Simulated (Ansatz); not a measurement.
# Stretching the linear Os chain

Wanted: energy, moment and open channels of the linear Os chain from 12 % compression to 30 % stretch.

Calculated with Ansatz 0.2.0; DFT PBEsol, plane waves, PAW; relaxation of a chain's period, in the first sound run; inputs show where later runs differ.

Most raw output is cut from this account.

### Step 1. The structure

The cell holds 1 atom: 1 Os. Cell: a = 7.500 Å, b = 7.500 Å, c = 2.678 Å, α = 90.0°, β = 90.0°, γ = 90.0°. Vacuum lies along a and b. The structure's axis is c.

### Step 2. Relaxing the period

Band widths follow the bond lengths, so the chain is relaxed first. The atoms and the third cell vector are free; the box across stays fixed as vacuum. Moments are seeded so that a magnetic state can form if it lies lower. A Fermi-Dirac smearing is set since the result may be a metal. The pressure printed is a third of the stress's trace over the whole box, vacuum included; only the stress along the axis is relaxed.

input.yaml

```yaml
crystal:
  lattice:
    - [7.5, 0.0, 0.0]
    - [0.0, 7.5, 0.0]
    - [0.0, 0.0, 2.6784]
  atoms:
    - { symbol: Os, position: [0.5, 0.5, 0.0], spin: 1.5 }
magnetization:
  spin_polarized: true
kpoints:
  mp_grid: { grid: [1, 1, 30] }
scf:
  occupations: { method: fermi_dirac, width: 0.05 }
hamiltonian:
  xc: pbesol
relax:
  cell: { fix: [a, b, alpha, beta, gamma] }
  max_steps: 60
```

The run is started by

```sh
$ ansatz run input.yaml --threads 4 --pin off --max-ram 8192MiB --backend cpu --events-out ev --progress --plain --runs-dir out
```

Elapsed: 15 s, on 4 threads of Arm Neoverse V1, shared host; peak memory 0.41 GiB; 51 s of CPU time.

Step by step:

```tsv
step	energy less that of the first step (eV)	largest force component (eV/Å)	pressure (GPa)	volume (Å³)
1	0.0000	0.0000	-3.08	150.66
2	-0.4137	0.0000	-2.86	143.32
3	-0.7836	0.0000	-2.59	135.97
4	-1.0465	0.0000	-1.69	128.63
5	-1.0284	0.0000	2.14	121.28
6	-1.1039	0.0000	-0.06	124.95
7	-1.1039	0.0000	-0.09	125.02
8*	-1.1030	0.0000	-0.09	125.02
```

Relaxation steps marked * repeat the geometry before them on a plane-wave basis chosen anew for their cell, so energy and pressure can jump there. Relaxation step 5 was tried and not accepted.

```tsv
cell as run	before	after	change
c (Å)	2.678	2.223	-17.0 %
```

The relaxed structure:

```
Os
1.0
     7.50000    0.00000    0.00000
     0.00000    7.50000    0.00000
     0.00000    0.00000    2.22257
Os
1
Direct
  0.50000 0.50000 0.00000
```

This step gave:

```yaml
energy_at_zero_smearing: -11245.5593 eV
cell_length_along_the_wire: 2.223 Å
```

The cell's length comes to 2.223 Å with no moment. That is -17 % against the start, more than a small adjustment.

The cell shrank by 17.0 % in its periodic edges.

### Step 3. At a set period, period over the relaxed period 0.88, k-mesh 1×1×41

This step: DFT PBEsol, plane waves, PAW; channels and complex bands of a perfect chain (Ansatz 0.2.0).

The period is set to 0.88 times the relaxed one: shorter bonds widen the bands.

The cell differs from the one that the last finished run ended in (c 2.223 → 1.956 Å).

input.yaml, the sections that differ from step 2:

```yaml
crystal:
  lattice:
    - [7.5, 0.0, 0.0]
    - [0.0, 7.5, 0.0]
    - [0.0, 0.0, 1.9558583223]
  atoms:
    - { symbol: Os, position: [0.5, 0.5, 0.0], spin: 1.5 }
kpoints:
  mp_grid: { grid: [1, 1, 41] }
output:
  transmission:
    e_range: [-2, 2]
    de: 0.035
    kmesh: [1, 1]
    reduced_basis: true
    leads: [[0, 0]]
  stress: true
# magnetization, scf, hamiltonian: as in step 2
# relax: removed
```

It took 26 s on 4 threads; peak memory 0.47 GiB.

Numbers from this step:

```yaml
energy_at_zero_smearing: -11244.0374 eV
channels_at_the_energy_nearest_the_fermi_level_spin_up: 6
channels_at_the_energy_nearest_the_fermi_level_spin_down: 6
conductance_of_the_lead_as_this_run_defines_it: 6.000 G₀
band_gap: 0 eV
```

Table of open channels of the lead by energy, zero at the Fermi level:

```tsv
energy (eV)	spin up	spin down
-2.000	6	6
-1.790	6	6
-1.615	6	6
-1.405	6	6
-1.195	6	6
-0.985	6	6
-0.810	6	6
-0.600	6	6
-0.390	6	6
-0.215	6	6
-0.005	6	6
0.205	6	6
0.415	6	6
0.590	6	6
0.800	4	4
1.010	4	4
1.185	4	4
1.395	4	4
1.605	4	4
1.815	4	4
```

At the computed energy nearest the Fermi level there are 6 spin-up and 6 spin-down channels, and the thermal average gives 6.00 G₀.

### Step 4. At a set period, period over the relaxed period 0.92, k-mesh 1×1×40

The period is set to 0.92 times the relaxed one: shorter bonds widen the bands.

The cell differs from the one that the last finished run ended in (c 1.956 → 2.045 Å).

input.yaml, as its differences from that of step 3:

```diff
@@ -4,3 +4,3 @@
     - [0.0, 7.5, 0.0]
-    - [0.0, 0.0, 1.9558583223]
+    - [0.0, 0.0, 2.0447609733]
   atoms:
@@ -10,3 +10,3 @@
 kpoints:
-  mp_grid: { grid: [1, 1, 41] }
+  mp_grid: { grid: [1, 1, 40] }
 scf:
```

Elapsed: 25 s, on 4 threads; peak memory 0.45 GiB.

At the computed energy nearest the Fermi level there are 6 spin-up and 6 spin-down channels, and the thermal average gives 6.00 G₀.

### Step 5. At a set period, period over the relaxed period 0.96, k-mesh 1×1×38

The period is set to 0.96 times the relaxed one: shorter bonds widen the bands.

The cell differs from the one that the last finished run ended in (c 2.045 → 2.134 Å).

input.yaml, as its differences from that of step 4:

```diff
@@ -4,3 +4,3 @@
     - [0.0, 7.5, 0.0]
-    - [0.0, 0.0, 2.0447609733]
+    - [0.0, 0.0, 2.1336636243]
   atoms:
@@ -10,3 +10,3 @@
 kpoints:
-  mp_grid: { grid: [1, 1, 40] }
+  mp_grid: { grid: [1, 1, 38] }
 scf:
```

Wall time 22 s (4 threads); peak memory 0.44 GiB.

At the computed energy nearest the Fermi level there are 6 spin-up and 6 spin-down channels, and the thermal average gives 6.00 G₀.

### Step 6. The chain at a fixed length, period over the relaxed period 1, k-mesh 1×1×36

The period is set to 1.0 times the relaxed one, as the point of reference.

input.yaml, as its differences from that of step 5:

```diff
@@ -4,3 +4,3 @@
     - [0.0, 7.5, 0.0]
-    - [0.0, 0.0, 2.1336636243]
+    - [0.0, 0.0, 2.2225662754]
   atoms:
@@ -10,3 +10,3 @@
 kpoints:
-  mp_grid: { grid: [1, 1, 38] }
+  mp_grid: { grid: [1, 1, 36] }
 scf:
```

Elapsed: 20 s, on 4 threads; peak memory 0.43 GiB.

The open channels of the lead by energy, zero at the Fermi level:

```tsv
energy (eV)	spin up	spin down
-2.000	4	4
-1.895	4	4
-1.790	4	4
-1.685	4	4
-1.615	4	4
-1.510	6	6
-1.405	6	6
-1.300	6	6
-1.195	6	6
-1.090	6	6
-0.985	6	6
-0.915	6	6
-0.810	6	6
-0.705	6	6
-0.600	6	6
-0.495	6	6
-0.390	6	6
-0.285	6	6
-0.215	6	6
-0.110	6	6
-0.005	6	6
0.100	6	6
0.205	6	6
0.310	6	6
0.415	6	6
0.485	4	4
0.590	4	4
0.695	4	4
0.800	4	4
0.905	4	4
1.010	4	4
1.115	4	4
1.185	4	4
1.290	4	4
1.395	4	4
1.500	4	4
1.605	3	3
1.710	3	3
1.815	3	3
1.885	3	3
```

At the computed energy nearest the Fermi level there are 6 spin-up and 6 spin-down channels, and the thermal average gives 6.00 G₀.

### Step 7. At a set period, period over the relaxed period 1.04, k-mesh 1×1×35

The period is set to 1.04 times the relaxed one: longer bonds narrow the bands.

The cell differs from the one that the last finished run ended in (c 2.223 → 2.311 Å).

input.yaml, as its differences from that of step 6:

```diff
@@ -4,3 +4,3 @@
     - [0.0, 7.5, 0.0]
-    - [0.0, 0.0, 2.2225662754]
+    - [0.0, 0.0, 2.3114689264]
   atoms:
@@ -10,3 +10,3 @@
 kpoints:
-  mp_grid: { grid: [1, 1, 36] }
+  mp_grid: { grid: [1, 1, 35] }
 scf:
```

Run time: 24 s. Hardware: 4 threads; peak memory 0.45 GiB; 75 s of CPU time.

At the computed energy nearest the Fermi level there are 6 spin-up and 6 spin-down channels, and the thermal average gives 6.00 G₀. The change of length costs 0.096 eV a cell and leaves no moment.

### Step 8. At a set period, period over the relaxed period 1.08, k-mesh 1×1×34

The period is set to 1.08 times the relaxed one: longer bonds narrow the bands.

The cell differs from the one that the last finished run ended in (c 2.311 → 2.400 Å).

input.yaml, as its differences from that of step 7:

```diff
@@ -4,3 +4,3 @@
     - [0.0, 7.5, 0.0]
-    - [0.0, 0.0, 2.3114689264]
+    - [0.0, 0.0, 2.4003715774]
   atoms:
@@ -10,3 +10,3 @@
 kpoints:
-  mp_grid: { grid: [1, 1, 35] }
+  mp_grid: { grid: [1, 1, 34] }
 scf:
```

It took 17 s on 4 threads; peak memory 0.42 GiB.

At the computed energy nearest the Fermi level there are 4 spin-up and 6 spin-down channels, and the thermal average gives 5.00 G₀. The change of length costs 0.271 eV a cell and leaves an absolute moment of 1.63 μB a cell.

Between step 3 and this run (period over the relaxed period 1.08 and k-mesh 1×1×34) the value for the conductance of the lead as this run defines it moves from 6.00 G₀ to 5.00 G₀ (-17 %).

### Step 9. The chain at a fixed length, period over the relaxed period 1.13, k-mesh 1×1×32

The period is set to 1.13 times the relaxed one: longer bonds narrow the bands.

The cell differs from the one that the last finished run ended in (c 2.400 → 2.511 Å).

input.yaml, as its differences from that of step 8:

```diff
@@ -4,3 +4,3 @@
     - [0.0, 7.5, 0.0]
-    - [0.0, 0.0, 2.4003715774]
+    - [0.0, 0.0, 2.5114998912]
   atoms:
@@ -10,3 +10,3 @@
 kpoints:
-  mp_grid: { grid: [1, 1, 34] }
+  mp_grid: { grid: [1, 1, 32] }
 scf:
```

The job ended after 26 s (4 threads; peak memory 0.47 GiB; 82 s of CPU time).

At the computed energy nearest the Fermi level there are 3 spin-up and 6 spin-down channels, and the thermal average gives 4.53 G₀. The change of length costs 0.580 eV a cell and leaves an absolute moment of 2.21 μB a cell.

For the conductance of the lead as this run defines it, step 3 gave 6.00 G₀; this run, with period over the relaxed period 1.13 and k-mesh 1×1×32, gives 4.53 G₀ (-25 %).

### Step 10. At a set period, period over the relaxed period 1.2, k-mesh 1×1×30

The period is set to 1.2 times the relaxed one: longer bonds narrow the bands.

The cell differs from the one that the last finished run ended in (c 2.511 → 2.667 Å).

input.yaml, as its differences from that of step 9:

```diff
@@ -4,3 +4,3 @@
     - [0.0, 7.5, 0.0]
-    - [0.0, 0.0, 2.5114998912]
+    - [0.0, 0.0, 2.6670795304]
   atoms:
@@ -10,3 +10,3 @@
 kpoints:
-  mp_grid: { grid: [1, 1, 32] }
+  mp_grid: { grid: [1, 1, 30] }
 scf:
```

The job ended after 28 s (4 threads; peak memory 0.47 GiB).

At the computed energy nearest the Fermi level there are 3 spin-up and 6 spin-down channels, and the thermal average gives 4.29 G₀. The change of length costs 1.063 eV a cell and leaves an absolute moment of 2.56 μB a cell.

Between step 3 and this run (period over the relaxed period 1.2 and k-mesh 1×1×30) the value for the conductance of the lead as this run defines it moves from 6.00 G₀ to 4.29 G₀ (-29 %).

### Step 11. At a set period, period over the relaxed period 1.3, k-mesh 1×1×28

The period is set to 1.3 times the relaxed one: longer bonds narrow the bands.

The cell differs from the one that the last finished run ended in (c 2.667 → 2.889 Å).

input.yaml, as its differences from that of step 10:

```diff
@@ -4,3 +4,3 @@
     - [0.0, 7.5, 0.0]
-    - [0.0, 0.0, 2.6670795304]
+    - [0.0, 0.0, 2.889336158]
   atoms:
@@ -10,3 +10,3 @@
 kpoints:
-  mp_grid: { grid: [1, 1, 30] }
+  mp_grid: { grid: [1, 1, 28] }
 scf:
```

Elapsed: 16 s, on 4 threads; peak memory 0.42 GiB; 52 s of CPU time.

Open channels of the lead against energy, zero at the Fermi level:

```tsv
energy (eV)	spin up	spin down
-2.00	6	1
-1.90	4	1
-1.79	4	1
-1.69	4	1
-1.58	4	1
-1.48	4	1
-1.37	4	1
-1.23	3	1
-1.12	3	1
-1.02	3	3
-0.92	3	3
-0.81	3	3
-0.70	3	3
-0.60	3	3
-0.49	3	3
-0.39	3	4
-0.28	1	4
-0.18	1	4
-0.07	1	4
-0.01	1	5
0.07	1	5
0.17	1	6
0.28	1	6
0.38	1	6
0.48	1	6
0.59	1	5
0.69	1	4
0.80	1	4
0.91	1	4
1.01	1	3
1.11	1	3
1.22	1	3
1.36	1	3
1.47	1	3
1.57	1	1
1.68	1	1
1.78	1	1
1.89	1	1
1.99	1	1
```

At the computed energy nearest the Fermi level there are 1 spin-up and 5 spin-down channels, and the thermal average gives 2.80 G₀. The change of length costs 1.688 eV a cell and leaves an absolute moment of 3.45 μB a cell.

### Step 12. Side by side

Times are for 4 threads of Arm Neoverse V1, shared host. Results by setting:

```tsv
no.	period over the relaxed period	conductance of the lead as this run defines it (G₀)	absolute moment (μB)	energy at zero smearing less the lowest (eV)	time	memory (GiB)
1	0.88	6.000	0	1.512	26 s	0.47
2	0.92	6.000	0	0.5626	25 s	0.45
3	0.96	6.000	0	0.1176	22 s	0.44
4	1	6.000	0	0	20 s	0.43
5	1.04	6.000	0	0.09569	24 s	0.45
6	1.08	5.000	1.626	0.2707	17 s	0.42
7	1.13	4.528	2.207	0.5796	26 s	0.47
8	1.2	4.287	2.556	1.063	28 s	0.47
9	1.3	2.797	3.450	1.688	16 s	0.42
```

### Step 13. The same system on other settings

This step: DFT PBEsol, plane waves, PAW; channels and complex bands of a perfect chain; changed: kpoints.mp_grid.shift = [0.0, 0.0, 0.5], scf.lower_state_search = "full" (Ansatz 0.2.0).

The atoms of the run at the relaxed period are kept and the input is varied, to see whether the result depends on it.

input.yaml, the sections that differ from step 11:

```yaml
crystal:
  lattice:
    - [7.5, 0.0, 0.0]
    - [0.0, 7.5, 0.0]
    - [0.0, 0.0, 2.2225662754]
  atoms:
    - { symbol: Os, position: [0.5, 0.5, 0.0], spin: 1.5 }
kpoints:
  mp_grid: { grid: [1, 1, 36], shift: [0.0, 0.0, 0.5] }
scf:
  occupations: { method: fermi_dirac, width: 0.05 }
  lower_state_search: full
# magnetization, hamiltonian, output: as in step 11
```

Elapsed: 26 s, on 4 threads; peak memory 0.47 GiB.

This step gave:

```
energy at zero smearing                                   : -11245.5624 eV
channels at the energy nearest the Fermi level, spin up   : 6
channels at the energy nearest the Fermi level, spin down : 6
conductance of the lead as this run defines it            : 6.000 G₀
```

The open channels of the lead by energy, zero at the Fermi level:

```tsv
energy (eV)	spin up	spin down
-2.000	4	4
-1.895	4	4
-1.790	4	4
-1.685	4	4
-1.615	4	4
-1.510	6	6
-1.405	6	6
-1.300	6	6
-1.195	6	6
-1.090	6	6
-0.985	6	6
-0.915	6	6
-0.810	6	6
-0.705	6	6
-0.600	6	6
-0.495	6	6
-0.390	6	6
-0.285	6	6
-0.215	6	6
-0.110	6	6
-0.005	6	6
0.100	6	6
0.205	6	6
0.310	6	6
0.415	6	6
0.485	4	4
0.590	4	4
0.695	4	4
0.800	4	4
0.905	4	4
1.010	4	4
1.115	4	4
1.185	4	4
1.290	4	4
1.395	4	4
1.500	3	3
1.605	3	3
1.710	3	3
1.815	3	3
1.885	3	3
```

It took 26 s against 20 s for the run it varies, and the conductance is 6.00 G₀ against 6.00 G₀.

The channels at the energy nearest the Fermi level, spin up, channels at the energy nearest the Fermi level, spin down and conductance of the lead as this run defines it stay within 0.2 % plus 0.001 of the run it varies.

### Step 14. Summary of results

- relaxed cell length: 2.223 Å
- conductance at period × 0.88: 6.00 G₀
- conductance at period × 1.0: 6.00 G₀
- conductance at period × 1.13: 4.53 G₀
- conductance at period × 1.3: 2.80 G₀
- absolute moment at period × 0.88: 0 μB
- absolute moment at period × 1.0: 0 μB
- absolute moment at period × 1.3: 3.45 μB

In these runs no moment survives at the shortest period, and one is present from a factor of 1.08 on: longer bonds narrow the bands, which favours exchange splitting. The conductance goes from 6.00 G₀ at the shortest period to 2.80 G₀ at the longest, while the magnetic state changes too. Transport is coherent and elastic here: the atoms are frozen, so scattering by vibrations plays no part. Spin-orbit coupling is left out, which matters for the bands of heavy atoms. No search over magnetic orders was made; another may lie lower. For the perfect chain only parallel moments were started; its antiparallel and spiral orders were not tested. Conductances of a perfect chain off the multiples of half a G0 come from band edges within the thermal window; the square box also splits pairs of bands that an isolated chain keeps degenerate, which moves such edges. The lead's cell of one atom keeps the chain straight and evenly spaced; a zigzag or dimerised form may lie lower.

[Logs are printed without paths, hosts, clocks, repeated set-up lines and the standing remarks that a program may print on its own settings, such as how far it seeks lower states.]

[Hosts, paths, dates, database ids (printed as entryN), source tags and the programs' standing remarks are cut or masked in the printed files.]
